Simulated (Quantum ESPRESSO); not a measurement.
Consider SiO2 (Quartz, P3_121).

```xyz
9
Lattice="4.9158 0.0000 0.0000 -2.4579 4.2572 0.0000 0.0000 0.0000 5.4091" Properties=species:S:1:pos:R:3 pbc="T T T"
Si    1.1545    1.9996    0.0000
Si   -1.3034    2.2576    3.6061
Si    2.6068    0.0000    1.8030
O     3.5384    1.1409    2.4467
O     2.1585    2.4939    4.2497
O     1.6768    0.6224    0.6437
O    -0.7811    3.6348    2.9624
O     1.0805    3.1163    1.1594
O    -0.2994    1.7633    4.7654
```

Absorber: atom 1, with 4 O at 1.61 Å (tetrahedral, site symmetry 2). Method: Quantum ESPRESSO XSpectra, PBE, full core hole (charged cell), 9-atom cell with 4.9 Å between holes, 5×5×4 k points, dipole transitions, Lorentzian half width 0.3 eV up to 4 eV, rising linearly to 2.5 eV at 25 eV (counted from xe0, 2.7 eV below the zero used here).

**Question.** Where do the maxima of the Si L₃ edge fall?

Main maxima up to 24 eV above the zero (height): 1.6 eV (1.19), 2.9 eV (1.43), 9.2 eV (1.24) and 20.8 eV (1.47). At an L edge the dipole rule allows s and d final states: the first features are the absorber's empty s states, and d weight takes over some eV higher. The total-energy difference plus the lowest empty eigenvalue puts the zero at 104.81 eV. Two terms are added: -0.84 eV, since the hole is spin-paired here and a spin-polarised one costs that much less in the free atom (computed apart); −0.20 eV, a third of the tabulated L₂–L₃ splitting, since the scalar-relativistic hole is their mean. The photon energy is then 103.76 eV. The tabulated edge of the element is 99.2 eV. The functional and the charged cell's background leave an error of a few eV in such absolute values.

The Si L₃ spectrum (energy from the lowest empty level; intensity scaled to a mean of 1 over the first 20 eV; the points at xe0, where the cut of filled states can leave a spike, are interpolated; polarised curves are means over the symmetry-equivalent atoms):

```tsv
E (eV)	isotropic	ε ⊥ c	ε ∥ c
-2.0	0.03	0.03	0.03
-1.5	0.04	0.04	0.04
-1.0	0.05	0.05	0.05
-0.5	0.08	0.08	0.08
0.0	0.13	0.14	0.13
0.5	0.29	0.29	0.28
1.0	0.56	0.57	0.55
1.5	1.15	1.17	1.10
2.0	1.00	1.04	0.94
2.5	1.25	1.29	1.19
3.0	1.41	1.44	1.34
3.5	1.05	1.04	1.06
4.0	0.85	0.83	0.89
4.5	0.80	0.79	0.80
5.0	0.77	0.77	0.75
5.5	0.73	0.74	0.73
6.0	0.74	0.74	0.74
6.5	0.76	0.76	0.77
7.0	0.78	0.78	0.80
7.5	0.84	0.83	0.86
8.0	0.96	0.96	0.96
8.5	1.12	1.14	1.08
9.0	1.23	1.25	1.18
9.5	1.22	1.23	1.19
10.0	1.14	1.13	1.15
10.5	1.05	1.03	1.10
11.0	0.98	0.95	1.05
11.5	0.93	0.89	1.00
12.0	0.89	0.86	0.95
12.5	0.87	0.85	0.91
13.0	0.87	0.87	0.89
13.5	0.89	0.89	0.87
14.0	0.91	0.93	0.87
14.5	0.94	0.96	0.90
15.0	0.99	1.00	0.95
15.5	1.03	1.05	1.00
16.0	1.08	1.09	1.06
16.5	1.13	1.14	1.12
17.0	1.19	1.19	1.19
17.5	1.25	1.24	1.26
18.0	1.30	1.30	1.32
18.5	1.36	1.35	1.37
19.0	1.40	1.39	1.42
19.5	1.43	1.42	1.45
20.0	1.45	1.44	1.47
20.5	1.46	1.45	1.48
21.0	1.47	1.46	1.48
21.5	1.46	1.45	1.48
22.0	1.45	1.44	1.47
22.5	1.44	1.43	1.45
23.0	1.43	1.42	1.44
23.5	1.42	1.41	1.43
24.0	1.41	1.40	1.42
24.5	1.40	1.39	1.41
25.0	1.39	1.39	1.39
25.5	1.37	1.38	1.37
26.0	1.36	1.36	1.34
26.5	1.34	1.35	1.32
27.0	1.31	1.33	1.29
27.5	1.29	1.30	1.27
28.0	1.26	1.27	1.24
28.5	1.24	1.25	1.22
29.0	1.21	1.22	1.20
29.5	1.19	1.19	1.18
30.0	1.16	1.16	1.16
30.5	1.13	1.13	1.13
31.0	1.10	1.10	1.10
31.5	1.07	1.07	1.07
32.0	1.03	1.03	1.03
```

Only the L₃ part is meant: spin–orbit coupling of the core level isn't computed and the L₂ copy isn't added. The holes are only 4.9 Å apart, so the shape is probably not converged with cell size; no larger cell was run here. Lifetime broadening is put in by hand, and intensities beyond about 20 eV depend on it and on the partial waves. The structure is a published determination, not relaxed.

[Banner, clock and machine lines of the logs are left out without a mark of their own.]

[Logs are printed without paths, hosts, clocks, repeated set-up lines and the standing remarks that a program may print on its own settings, such as how far it seeks lower states.]

[Hosts, paths, dates, database ids (printed as entryN), source tags and the programs' standing remarks are cut or masked in the printed files.]

[Lists of maxima count a maximum above −3 eV only where it reaches 4 % of the highest in the window and stands out from its surroundings by 2 % of it (1.5 % where it reaches 55 %); shoulders and weaker maxima are passed over, and of the rest the first, up to two pre-edge ones and the few strongest are named.]
